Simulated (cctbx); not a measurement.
## Interatomic vectors of La5Zr3Ni7As12Pt9

Space group P-62m (no. 189), a = 13.1650 Å, b = 13.1650 Å, c = 4.1940 Å, α = 90.00°, β = 90.00°, γ = 120.00°, content Pt9 La5 Zr3 As12 Ni7.

Simulated single-crystal data (cctbx): Ga Kα, λ = 1.3414 Å, to d = 0.83 Å, 70 % of the full sphere, strongest reflection 40000 counts, noise from counting, a 3 % proportional error and a noise floor of 2 counts (s.d.); no absorption.

Patterson synthesis, origin scaled to 1000:

```text
Patterson group P 6/m m m
      u       v       w   height  length (A)
  0.000   0.000   0.000   1000.0     0.00
  0.333   0.667   0.000    186.0     7.60
  0.184   0.369   0.000    180.2     4.21
  0.000   0.180   0.500    156.8     3.16
  0.049   0.525   0.000    138.9     6.61
  0.151   0.473   0.500    124.6     5.89
  0.094   0.188   0.500    108.5     3.00
  0.045   0.371   0.500    107.0     5.07
  0.000   0.188   0.000    104.5     2.48
  0.273   0.545   0.500    103.7     8.64
  0.000   0.367   0.500     89.3     5.27
  0.115   0.297   0.000     74.8     3.41
  0.000   0.125   0.500     69.6     2.67
  0.276   0.553   0.000     69.1     8.33
```

**Question.** Which atom pairs make the peaks, and where is the heaviest atom?

A peak at u stands for all pairs with xi − xj = u, with weight Σ ZiZj against Σ Z² = 94357 at the origin. Peak heights follow these weights only roughly, since form factors, motion and series ripples differ, all vectors within 0.55 Å of a peak are counted as merged into it though the farther ones add only part of their weight, and F(000) is left out, which lowers the whole map:

| u | v | w | shortest length (Å) | height | 1000 ΣZiZj/ΣZ² | pairs in the cell |
| --- | --- | --- | --- | --- | --- | --- |
| 0.333 | 0.667 | 0.000 | 7.59 | 186 | 386 | 6 × Pt–La, 3 × As–As, 1 × La–La, 2 × La–Ni |
| 0.184 | 0.369 | 0.000 | 4.21 | 180 | 278 | 2 × Pt–Pt, 5 × As–As, 1 × La–La, 4 × Ni–Ni, 2 × Zr–Ni |
| 0.000 | 0.180 | 0.500 | 3.16 | 157 | 278 | 5 × La–As, 2 × Pt–La, 3 × La–Ni, 1 × Pt–Zr |
| 0.049 | 0.525 | 0.000 | 6.60 | 139 | 204 | 2 × Pt–La, 1 × Pt–Pt, 2 × La–Ni, 1 × As–As |
| 0.151 | 0.473 | 0.500 | 5.89 | 125 | 282 | 3 × Pt–As, 3 × Pt–Ni, 1 × Pt–La, 1 × La–La, 3 × As–Ni, 1 × La–As |
| 0.094 | 0.188 | 0.500 | 3.00 | 108 | 159 | 4 × Pt–Ni, 2 × Pt–Zr |
| 0.045 | 0.371 | 0.500 | 5.07 | 107 | 205 | 2 × Pt–As, 1 × Pt–La, 1 × Pt–Zr, 1 × La–As, 2 × As–Ni, 1 × La–Ni, 1 × Zr–As |
| 0.000 | 0.188 | 0.000 | 2.48 | 104 | 172 | 4 × Pt–As, 5 × As–Ni, 1 × Zr–As |
| 0.273 | 0.545 | 0.500 | 6.56 | 104 | 195 | 2 × Pt–Zr, 2 × Pt–As, 2 × Pt–Ni, 2 × Zr–As |
| 0.000 | 0.367 | 0.500 | 5.27 | 89 | 105 | 2 × La–Ni, 1 × Pt–As, 1 × La–Zr, 1 × La–As |

The table stops at ten peaks or at a height of 45, below which ripples compete. In the model behind the data Pt, the heaviest element, has 2 independent sites: (0.4819, 0.3648, 1/2) and (0, 0.2790, 1/2), up to an allowed shift of origin; the Pt–Pt vectors are differences of these positions and their symmetry mates. The whole model:

```
atom  mult.       x       y    z  Ueq (Å²)
 Pt1      6  0.4819  0.3648  1/2    0.0095
 Pt2      3       0  0.2790  1/2    0.0089
 La1      2     2/3     1/3    0    0.0098
 La2      3       0  0.8170  1/2    0.0080
 Zr1      3       0  0.4362    0    0.0118
 As1      3       0  0.6478    0    0.0130
 As2      6  0.4756  0.1692  1/2    0.0117
 As3      3       0  0.1780    0    0.0125
 Ni1      1       0       0    0    0.0140
 Ni2      6  0.3764  0.1824    0    0.0124
```

The model is made up (kin elements in a known structure type, no relaxation), so it says nothing on whether the phase exists.

[Logs are printed without paths, hosts, clocks, repeated set-up lines and the standing remarks that a program may print on its own settings, such as how far it seeks lower states.]
